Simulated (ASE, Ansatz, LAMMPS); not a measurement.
# Localised basis functions on twisted graphene bilayer, 17.90° (124 atoms), part 2 of 2

Aim: test how closely localised support functions follow the reference on twisted graphene bilayer, 17.90° (124 atoms), and at what cost.

Ansatz 0.2.0; Kohn-Sham DFT, PBE+D3(BJ), PAW (set soft_2), plane waves.

The cell: 124 C. One k-point is far too coarse for the carbon or group-IV sheet, and it can put spurious forces of up to about 1 eV/Å on the sheet's atoms. Beside vacuum, support functions can miss their usual error bounds without a warning. Only the Γ point is sampled, in a cell whose shortest periodic width is 12 Å.

So far. Step 3 (Plane-wave single point): Electrostatic potential energy in the ca plane at fractional y = 0.011, with atoms of C within 0.2 Å of it. With pseudopotentials it is smooth inside the atoms' cores, unlike the true potential.

### Step 4. Structure statistics

Bonds and neighbours are counted at the geometry of the runs.

Normalised to the volume that the atoms fill. Pair distribution function in bins of 0.1 Å:

| r (Å) | total |
| --- | --- |
| 1.35 | 0.00 |
| 1.45 | 8.32 |
| 1.55 | 0.00 |
| 1.65 | 0.00 |
| 1.75 | 0.00 |
| 1.85 | 0.00 |
| 1.95 | 0.00 |
| 2.05 | 0.00 |
| 2.15 | 0.00 |
| 2.25 | 0.00 |
| 2.35 | 0.00 |
| 2.45 | 5.52 |
| 2.55 | 0.00 |
| 2.65 | 0.00 |
| 2.75 | 0.00 |
| 2.85 | 2.12 |
| 2.95 | 0.00 |
| 3.05 | 0.00 |
| 3.15 | 0.00 |
| 3.25 | 0.00 |
| 3.35 | 0.00 |
| 3.45 | 0.38 |
| 3.55 | 0.47 |
| 3.65 | 0.29 |
| 3.75 | 2.76 |
| 3.85 | 0.26 |
| 3.95 | 0.45 |
| 4.05 | 0.26 |
| 4.15 | 0.44 |
| 4.25 | 2.00 |
| 4.35 | 0.41 |
| 4.45 | 0.36 |
| 4.55 | 0.26 |
| 4.65 | 0.25 |
| 4.75 | 0.31 |
| 4.85 | 0.23 |
| 4.95 | 1.68 |
| 5.05 | 0.26 |
| 5.15 | 1.58 |
| 5.25 | 0.28 |
| 5.35 | 0.13 |
| 5.45 | 0.33 |
| 5.55 | 0.27 |
| 5.65 | 0.70 |

Bonds by pair of elements; cutoffs follow the first minimum of g(r), held within bounds set by covalent radii, and pairs that aren't listed don't count as bonded:

| pair A-B | cutoff (Å) | bonds | mean length (Å) | spread (Å) | shortest (Å) | B about A | A about B |
| --- | --- | --- | --- | --- | --- | --- | --- |
| C-C | 1.82 | 186 | 1.42 | 0 | 1.42 | 3 | 3 |

How many atoms have how many bonded neighbours:

| element | mean | 3 |
| --- | --- | --- |
| C | 3 | 124 |

Bond angles, per cent of each kind in bins of 5°:

| angle (°) | C-C-C |
| --- | --- |
| 115–120 | 60.2 |
| 120–125 | 39.8 |

Bond angles (no mean is given where the spread exceeds 20°):

| angle | count | mean (°) | spread (°) |
| --- | --- | --- | --- |
| C-C-C | 372 | 120 | 0 |

The first peak of g(r) lies near 1.43 Å. By these cutoffs all C atoms have 3 bonded neighbours.

The surroundings of C109, picked at random, nearest first, numbered as they follow in the input and with coordinates relative to it.

| atom | x | y | z | distance (Å) | bonds | intrinsic-atomic-orbital charge (e) |
| --- | --- | --- | --- | --- | --- | --- |
| C109 | 0.00 | 0.00 | 0.00 | 0.00 | 3 | 0.00 |
| C100 | 1.33 | -0.51 | 0.00 | 1.42 | 3 | 0.00 |
| C110 | -0.22 | 1.40 | 0.00 | 1.42 | 3 | 0.00 |
| C112 | -1.10 | -0.89 | 0.00 | 1.42 | 3 | 0.00 |
| C99 | 1.55 | -1.91 | 0.00 | 2.46 | 3 | 0.00 |
| C115 | -1.55 | 1.91 | 0.00 | 2.46 | 3 | 0.00 |
| C107 | 0.88 | 2.30 | 0.00 | 2.46 | 3 | 0.00 |
| C97 | 2.43 | 0.38 | 0.00 | 2.46 | 3 | 0.00 |
| C111 | -0.88 | -2.30 | 0.00 | 2.46 | 3 | 0.00 |
| C117 | -2.43 | -0.38 | 0.00 | 2.46 | 3 | 0.00 |
| C98 | 2.21 | 1.79 | 0.00 | 2.84 | 3 | 0.00 |
| C102 | 0.44 | -2.81 | 0.00 | 2.84 | 3 | 0.00 |
| C118 | -2.65 | 1.02 | 0.00 | 2.84 | 3 | 0.00 |

The column of bonds counts only the pairs C-C within 1.82 Å; other neighbours, such as metal atoms beside each other in a compound, aren't counted, and periodic images can show an atom twice.

### Step 5. Support functions medium

The cell is solved in localised support functions.

This step: Kohn-Sham DFT, PBE+D3(BJ), PAW (set soft_2), localised support functions (medium) (Ansatz 0.2.0).

Input file input.yaml:

```yaml
crystal:
  lattice:
    - [13.6967, 0.0, 0.0]
    - [-6.84835, 11.86169, 0.0]
    - [0.0, 0.0, 15.53]
  atoms:
    [... the 124 atom lines of step 3 ...]
kpoints:
  mp_grid: { grid: [1, 1, 1] }
hamiltonian:
  xc: pbe
  dispersion: d3bj
scf:
  occupations: { method: gaussian, width: 0.05 }
  eigensolver: { kind: { support_functions: { accuracy: medium } } }
  mixing: { beta: 0.4 }
  max_iter: 150
output:
  forces: true
  eigenvalues: true
```

Run with:

```
> ansatz run input.yaml --threads 8 --pin off --max-ram 15872MiB --backend cpu --events-out ev --progress --plain --runs-dir out
```

Numbers of over 12 decimals in the logs are rounded to 6 here.

The program printed:

```text
Warning: scf.eigensolver.kind.support_functions: disabling space-group detection — the functions' gradient is summed over unrotated k-points, so no spatial operation reduces the k-mesh or symmetrises the density; time reversal is kept, so that k and −k are solved as one point where they differ and the mesh holds both, and exact exchange and, on two spinor components, a DFT+U term hold to it where the run has them: [...]
settings of this run that can trade accuracy for cost: scf.eigensolver.kind.support_functions [...]
[...]
Crystal: 124 atoms, lattice volume = 2523.097 Å³
Basis set: ecut = 420 eV, 49335 PW (Γ), exchange–correlation on 192×192×216 points (8 copies of the dense FFT grid, shifted against one another)
Bands: 298, of which v1, the nominal top of the filled ones, is band 248 counted from 1 (247 counted from 0)
Symmetry: 1 space group operations
k-points: 1
[...]
SCF iter   1: F=—  HF=-31161.174494 eV  |F-HF|=—  |Δ(HF+E_count)|=         —  Δρ=7.06e-2  dr2=1.23e2  ethr=1.00e-1
[...]
SCF iter  11: F=—  HF=-31132.915551 eV  |F-HF|=—  |Δ(HF+E_count)|=   6.44e-4  Δρ=1.09e-5  dr2=2.53e-6  ethr=5.37e-9  κ⁻¹=2.0e-7(r=7)
SCF iter  12: F=-31132.916037 eV  HF=-31132.916038 eV  |F-HF|=4.63e-7  |Δ(HF+E_count)|=   4.87e-4  Δρ=5.15e-6  dr2=6.34e-7  ethr=5.11e-10
SCF 1 converged in 12 iterations: F = -31132.920888 eV  dr2 = 6.34e-7
[...]
SCF converged after 12 iterations
Stability not checked: this state was not tested for a lower state beside it, because the mixer in use, unlike msr1, does not test its closes by its own steps (another_mixer; see scf.mixing.algorithm and scf.lower_state_search)
Free energy (F): -31132.920888 eV
[...]
Internal energy: -31132.920888 eV  (E = F + TS)
E sigma→0 (E₀):  -31132.920888 eV
Fermi energy:    0.563801 eV
[...]
Σ components = -31132.920888   (vs F -31132.920888, Δ=0.00e0)
--- Forces (eV/Å), atoms counted from 1 ---
  atom   1  C      0.00721513     0.00600779    -0.02398189
  atom   2  C      0.00832516    -0.00331179    -0.02398219
  atom   3  C      0.00203775     0.02166723    -0.01220555
  atom   4  C      0.01079684    -0.01827917    -0.01651535
[...]
atom 124  C      0.00700520    -0.00568607     0.02400637
  max |Σ_I F_I| component: 2.50e-3 eV/Å
--- Band table (eV) ---
[...]
```

The job ended after 59 s (8 threads of Arm Neoverse V2, shared host; peak memory 4.4 GiB; 7.6 min of CPU time).

The program notes that the band table was not solved further than the SCF left it and it switched symmetry off.

Keys that differ from the reference: support_functions.accuracy = "medium", scf.max_iter = 150 and scf.mixing.beta = 0.4.

Forces differ from the reference by 1.2 meV/Å r.m.s.; the energy by -3.7 meV/atom. It took 59 s and 12 cycles; the reference's time can't be set against it, since the two runs asked for unlike analyses.

### Step 6. Cost against change

Differences are against the plane-wave reference (Kohn-Sham DFT, PBE+D3(BJ), PAW (set soft_2), plane waves), whose r.m.s. force component is 0.0127 eV/Å. Energies are set beside the reference only for runs with its functional, potentials and electron count. Times are for 8 threads of Arm Neoverse V2, shared host. The reference's time includes the DOS and grids, which some other runs skip.

| run | Δ force, r.m.s. (meV/Å) | Δ energy (meV/atom) | cycles | time | host memory (GiB) |
| --- | --- | --- | --- | --- | --- |
| reference | - | - | 9 | 23 s | 2.8 |
| support functions medium | 1.22 | -3.72 | 12 | 59 s | 4.4 |

### Step 7. Summary of results

```json
{
 "free energy per atom": "-251.0682 eV/atom",
 "r.m.s. force component": "0.01267 eV/Å",
 "potential in mid-vacuum, over the Fermi level": "4.323 eV",
 "wall time of the 2 DFT runs": "82 s"
}
```

In words: The setting support functions medium changes forces by 1.2 meV/Å r.m.s. At 124 atoms the run with support functions medium takes roughly 2.5 times the time of plane waves (whose run also made extra analyses, so the like-for-like ratio is larger), in 12 SCF cycles against 9. Differences between support functions and plane waves include what basis error the plane-wave run still has.

No gap is quoted: the bands of a honeycomb sheet meet or nearly meet at one point of the zone, so the spacing of levels depends on whether the mesh holds it and on how the neighbours disturb the sheet. The potential stands 4.32 eV above the Fermi level over the upper face and 4.32 eV under the lower one, a reading of the work function, with no dipole correction. The Fermi level falls in a spacing of 3.3 eV between levels, so it is uncertain by that much. Counting bonds as in the table, all C atoms have 3 bonded neighbours.

[Logs are printed without paths, hosts, clocks, repeated set-up lines and the standing remarks that a program may print on its own settings, such as how far it seeks lower states.]

[Hosts, paths, dates, database ids (printed as entryN), source tags and the programs' standing remarks are cut or masked in the printed files.]
